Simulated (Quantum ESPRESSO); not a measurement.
## Magnetic state of LaCrGe3 from several starts

Aim: find out which collinear order of LaCrGe3 costs least.

Calculated with Quantum ESPRESSO 7.5; LDA; plane waves with GBRV 1.5 LDA potentials, no spin-orbit coupling.

**Measured values to reproduce.**

For LaCrGe3, hexagonal perovskite type (powder), “Suppression of ferromagnetism in the LaVxCr1-xGe3 system” (2013, arxiv:1305.7258) quotes earlier work: moment (previously reported ordered moment per Cr) 1.22 μB [literature value quoted from an earlier neutron study].

### 1. The starting structure

Symmetry: P6_3/mmc, No. 194, hexagonal system. Conventional cell: a = 6.200 Å, b = 6.200 Å, c = 5.766 Å, α = 90.00°, β = 90.00°, γ = 120.00°. Nearest to La lie 12 Ge at 3.11 to 3.25 Å. Cr has 6 Ge at 2.53 Å nearest. Ge has 2 Cr at 2.53 Å and 2 Ge at 2.60 Å and 4 La at 3.11 to 3.25 Å nearest. Farther neighbours are not listed.

The cell comes from the Crystallography Open Database.

### 2. Run 1 (ferro ++)

The signs are those of the starting moments on the seeded atoms, the atoms that are given a moment.

Contents of pw.in:

```
&CONTROL
  calculation = 'scf'
  prefix = 'pwscf'
  outdir = './tmp'
  pseudo_dir = './pseudo'
  disk_io = 'nowf'
/
&SYSTEM
  ibrav = 0
  celldm(1) = 8
  nat = 10
  ntyp = 3
  ecutwfc = 40
  ecutrho = 280
  nbnd = 86
  occupations = 'smearing'
  smearing = 'fd'
  degauss = 0.00734986
  nspin = 2
  starting_magnetization(1) = 0
  starting_magnetization(2) = 0.1786
  starting_magnetization(3) = 0
/
&ELECTRONS
  conv_thr = 2d-08
  electron_maxstep = 150
  mixing_beta = 0.3
/
ATOMIC_SPECIES
La    138.9055 la_lda_v1.uspp.F.UPF
Cr     51.9961 cr_lda_v1.5.uspp.F.UPF
Ge     72.6300 ge_lda_v1.4.uspp.F.UPF
CELL_PARAMETERS alat
   1.4646322328912    0.0000000000000    0.0000000000000
  -0.7323161164456    1.2684087208794    0.0000000000000
   0.0000000000000    0.0000000000000    1.3620201043240
ATOMIC_POSITIONS crystal
La      0.3333333333    0.6666666667    0.7500000000
La      0.6666666667    0.3333333333    0.2500000000
Cr      0.0000000000    0.0000000000    0.0000000000
Cr      0.0000000000    0.0000000000    0.5000000000
Ge      0.1933500000    0.3867000000    0.2500000000
Ge      0.8066500000    0.1933500000    0.7500000000
Ge      0.6133000000    0.8066500000    0.2500000000
Ge      0.8066500000    0.6133000000    0.7500000000
Ge      0.1933500000    0.8066500000    0.2500000000
Ge      0.3867000000    0.1933500000    0.7500000000
K_POINTS automatic
6 6 6 0 0 0
```

On the command line:

```
$ OMP_NUM_THREADS=1 mpirun -n 4 pw.x -nk 4 -in pw.in > pw.out
```

The log of the run:

```text
Program PWSCF v.7.5 starts

     Message from routine setup:
     using ibrav=0 with symmetry is DISCOURAGED, use correct ibrav instead

     K-points division:     npool     =       4
     Subspace diagonalization in iterative solution of the eigenvalue problem:

     G-vector sticks info
     --------------------
     sticks:   dense  smooth     PW     G-vecs:    dense   smooth      PW
     Sum        2653    1519    433               102491    44245    6863

     Using Slab Decomposition

     bravais-lattice index     =            0
     lattice parameter (alat)  =       8.0000  a.u.
     unit-cell volume          =    1295.5115 (a.u.)^3
     number of atoms/cell      =           10
     number of atomic types    =            3
     number of electrons       =       134.00
     number of Kohn-Sham states=           86
     kinetic-energy cutoff     =      40.0000  Ry
     charge density cutoff     =     280.0000  Ry
     scf convergence threshold =      2.0E-08
     mixing beta               =       0.3000
     number of iterations used =            8  plain     mixing
     Exchange-correlation=  SLA  PZ   NOGX NOGC
                           (   1   1   0   0   0   0   0)

     celldm(1)=   8.000000  celldm(2)=   0.000000  celldm(3)=   0.000000
     celldm(4)=   0.000000  celldm(5)=   0.000000  celldm(6)=   0.000000

     crystal axes: (cart. coord. in units of alat)
               a(1) = (   1.464632   0.000000   0.000000 )
               a(2) = (  -0.732316   1.268409   0.000000 )
               a(3) = (   0.000000   0.000000   1.362020 )

     reciprocal axes: (cart. coord. in units 2 pi/alat)
               b(1) = (  0.682765  0.394195 -0.000000 )
               b(2) = (  0.000000  0.788389  0.000000 )
               b(3) = (  0.000000 -0.000000  0.734204 )

     PseudoPot. # 1 for La read from file:
     la_lda_v1.uspp.F.UPF
     Pseudo is Ultrasoft + core correction, Zval = 11.0
     Generated by new atomic code, or converted to UPF format
     Using radial grid of  995 points,  8 beta functions with:
                l(1) =   0
                l(2) =   0
                l(3) =   1
                l(4) =   1
                l(5) =   2
                l(6) =   2
                l(7) =   3
                l(8) =   3
     Q(r) pseudized with  8 coefficients,  rinner =    1.700   1.700   1.700
                                                       1.700   1.700   1.700
                                                       1.700

     PseudoPot. # 2 for Cr read from file:
     cr_lda_v1.5.uspp.F.UPF
     Pseudo is Ultrasoft + core correction, Zval = 14.0
     Generated by new atomic code, or converted to UPF format
     Using radial grid of  857 points,  6 beta functions with:
                l(1) =   0
                l(2) =   0
                l(3) =   1
                l(4) =   1
                l(5) =   2
                l(6) =   2
     Q(r) pseudized with  8 coefficients,  rinner =    0.950   0.950   0.950
                                                       0.950   0.950

     PseudoPot. # 3 for Ge read from file:
     ge_lda_v1.4.uspp.F.UPF
     Pseudo is Ultrasoft + core correction, Zval = 14.0
     Generated by new atomic code, or converted to UPF format
     Using radial grid of  873 points,  6 beta functions with:
                l(1) =   0
                l(2) =   0
                l(3) =   1
                l(4) =   1
                l(5) =   2
                l(6) =   2
     Q(r) pseudized with  8 coefficients,  rinner =    1.400   1.400   1.400
                                                       1.400   1.400

     atomic species   valence    mass     pseudopotential
     La               11.00   138.90550     La( 1.00)
     Cr               14.00    51.99610     Cr( 1.00)
     Ge               14.00    72.63000     Ge( 1.00)

     Starting magnetic structure
     atomic species   magnetization
     La              0.000
     Cr              0.179
     Ge              0.000

     24 Sym. Ops., with inversion, found (12 have fractional translation)

   Cartesian axes

     site n.     atom                  positions (alat units)
         1        La     tau(   1) = (  -0.0000000   0.8456058   1.0215151  )
         2        La     tau(   2) = (   0.7323161   0.4228029   0.3405050  )
         3        Cr     tau(   3) = (   0.0000000   0.0000000   0.0000000  )
         4        Cr     tau(   4) = (   0.0000000   0.0000000   0.6810101  )
         5        Ge     tau(   5) = (  -0.0000000   0.4904937   0.3405050  )
         6        Ge     tau(   6) = (   1.0398523   0.2452468   1.0215151  )
         7        Ge     tau(   7) = (   0.3075362   1.0231619   0.3405050  )
         8        Ge     tau(   8) = (   0.7323161   0.7779151   1.0215151  )
         9        Ge     tau(   9) = (  -0.3075362   1.0231619   0.3405050  )
        10        Ge     tau(  10) = (   0.4247800   0.2452468   1.0215151  )

     number of k points=    28  Fermi-Dirac smearing, width (Ry)=  0.0073
                       cart. coord. in units 2pi/alat
        k(    1) = (   0.0000000   0.0000000   0.0000000), wk =   0.0046296
        k(    2) = (   0.0000000   0.0000000   0.1223673), wk =   0.0092593
        k(    3) = (   0.0000000   0.0000000   0.2447345), wk =   0.0092593
        k(    4) = (   0.0000000   0.0000000  -0.3671018), wk =   0.0046296
        k(    5) = (   0.0000000   0.1313982   0.0000000), wk =   0.0277778
        [... 23 further k-points ...]

     Dense  grid:   102491 G-vectors     FFT dimensions: (  64,  64,  60)

     Smooth grid:    44245 G-vectors     FFT dimensions: (  48,  48,  48)

     Check: negative core charge=   -0.000002
     Generating pointlists ...
     new r_m :   0.3034 (alat units)  2.4269 (a.u.) for type    1
     new r_m :   0.2463 (alat units)  1.9704 (a.u.) for type    2
     new r_m :   0.2463 (alat units)  1.9704 (a.u.) for type    3

     Initial potential from superposition of free atoms

     starting charge     131.9384, renormalised to     134.0000

     negative rho (up, down):  8.545E-02 8.501E-02
     Starting wfcs are  114 randomized atomic wfcs

     Self-consistent Calculation

     iteration #  1     ecut=    40.00 Ry     beta= 0.30
     Davidson diagonalization with overlap
     ethr =  1.00E-02,  avg # of iterations =  2.0

     negative rho (up, down):  8.104E-02 8.138E-02

     total energy              =   -1827.01743104 Ry
     estimated scf accuracy    <      18.13424142 Ry

     total magnetization       =     1.96 Bohr mag/cell
     absolute magnetization    =     2.34 Bohr mag/cell

     iteration #  2     ecut=    40.00 Ry     beta= 0.30
     Davidson diagonalization with overlap
     ethr =  1.00E-02,  avg # of iterations =  5.5

     negative rho (up, down):  2.555E-02 2.608E-02

     total energy              =   -1831.96889870 Ry
     estimated scf accuracy    <      56.18832518 Ry

     total magnetization       =     0.08 Bohr mag/cell
     absolute magnetization    =     0.19 Bohr mag/cell

     iteration #  3     ecut=    40.00 Ry     beta= 0.30
     Davidson diagonalization with overlap
     ethr =  1.00E-02,  avg # of iterations =  5.9

     negative rho (up, down):  4.432E-02 4.472E-02

     total energy              =   -1833.86042113 Ry
     estimated scf accuracy    <      12.35259247 Ry

     total magnetization       =     0.83 Bohr mag/cell
     absolute magnetization    =     1.24 Bohr mag/cell

     [... further iterations left out ...]

     iteration # 15     ecut=    40.00 Ry     beta= 0.30
     Davidson diagonalization with overlap
     ethr =  1.86E-09,  avg # of iterations =  4.3

     negative rho (up, down):  5.545E-02 5.369E-02

     total energy              =   -1834.26717684 Ry
     estimated scf accuracy    <       0.00000931 Ry

     total magnetization       =     2.59 Bohr mag/cell
     absolute magnetization    =     3.58 Bohr mag/cell

     iteration # 16     ecut=    40.00 Ry     beta= 0.30
     Davidson diagonalization with overlap
     ethr =  1.86E-09,  avg # of iterations =  4.8

     negative rho (up, down):  5.547E-02 5.369E-02

     total energy              =   -1834.26717884 Ry
     estimated scf accuracy    <       0.00000047 Ry

     total magnetization       =     2.60 Bohr mag/cell
     absolute magnetization    =     3.59 Bohr mag/cell

     iteration # 17     ecut=    40.00 Ry     beta= 0.30
     Davidson diagonalization with overlap
     ethr =  3.50E-10,  avg # of iterations =  2.9

     negative rho (up, down):  5.547E-02 5.369E-02

     total energy              =   -1834.26717877 Ry
     estimated scf accuracy    <       0.00000054 Ry

     total magnetization       =     2.60 Bohr mag/cell
     absolute magnetization    =     3.60 Bohr mag/cell

     iteration # 18     ecut=    40.00 Ry     beta= 0.30
     Davidson diagonalization with overlap
     ethr =  3.50E-10,  avg # of iterations =  3.9

     negative rho (up, down):  5.548E-02 5.370E-02

     Magnetic moment per site  (integrated on atomic sphere of radius R)
     atom   1 (R=0.303)  charge=  8.3352  magn= -0.0432
     atom   2 (R=0.303)  charge=  8.3352  magn= -0.0432
     atom   3 (R=0.246)  charge= 12.2501  magn=  1.4048
     atom   4 (R=0.246)  charge= 12.2501  magn=  1.4048
     atom   5 (R=0.246)  charge= 12.0298  magn= -0.0286
     atom   6 (R=0.246)  charge= 12.0298  magn= -0.0286
     atom   7 (R=0.246)  charge= 12.0298  magn= -0.0286
     atom   8 (R=0.246)  charge= 12.0298  magn= -0.0286
     atom   9 (R=0.246)  charge= 12.0298  magn= -0.0286
     atom  10 (R=0.246)  charge= 12.0298  magn= -0.0286

     End of self-consistent calculation

     [... lines left out ...]
     the Fermi energy is    13.0759 ev

!    total energy              =   -1834.26717884 Ry
     estimated scf accuracy    <       0.00000001 Ry
     smearing contrib. (-TS)   =      -0.01051210 Ry
     internal energy E=F+TS    =   -1834.25666674 Ry

     The total energy is F=E-TS. E is the sum of the following terms:
     one-electron contribution =    -942.63688898 Ry
     hartree contribution      =     583.98414020 Ry
     xc contribution           =    -486.25946540 Ry
     ewald contribution        =    -989.34445256 Ry

     total magnetization       =     2.60 Bohr mag/cell
     absolute magnetization    =     3.60 Bohr mag/cell

     convergence has been achieved in  18 iterations

=------------------------------------------------------------------------------=
   JOB DONE.
=------------------------------------------------------------------------------=
```

It took 2.4 min on 4 MPI ranks of AMD EPYC 9R45, shared host; peak memory 1.8 GiB; 9.5 min of CPU time.

Spin moment in the atom's sphere by atom:

| atom | spin moment in the atom's sphere (μB) |
| --- | --- |
| La1 | -0.04 |
| La2 | -0.04 |
| Cr3 | 1.40 |
| Cr4 | 1.40 |
| Ge5 | -0.03 |
| Ge6 | -0.03 |
| Ge7 | -0.03 |
| Ge8 | -0.03 |
| Ge9 | -0.03 |
| Ge10 | -0.03 |

This step gave:

```
smearing term TS       : 0.1430 eV
magnetization          : 2.597 μB
absolute magnetization : 3.596 μB
final state            : ferromagnetic
```

[end of part 1 of 3]

[Logs and program files are shortened in this print: banners, set-up blocks, solver, clock and traceback lines can be left out without a mark of their own.]

[Logs are printed without paths, hosts, clocks, repeated set-up lines and the standing remarks that a program may print on its own settings, such as how far it seeks lower states.]

[Hosts, paths, dates, database ids (printed as entryN), source tags and the programs' standing remarks are cut or masked in the printed files.]

[Where a cell is said to come from a database of computed structures, the database is the Materials Project.]
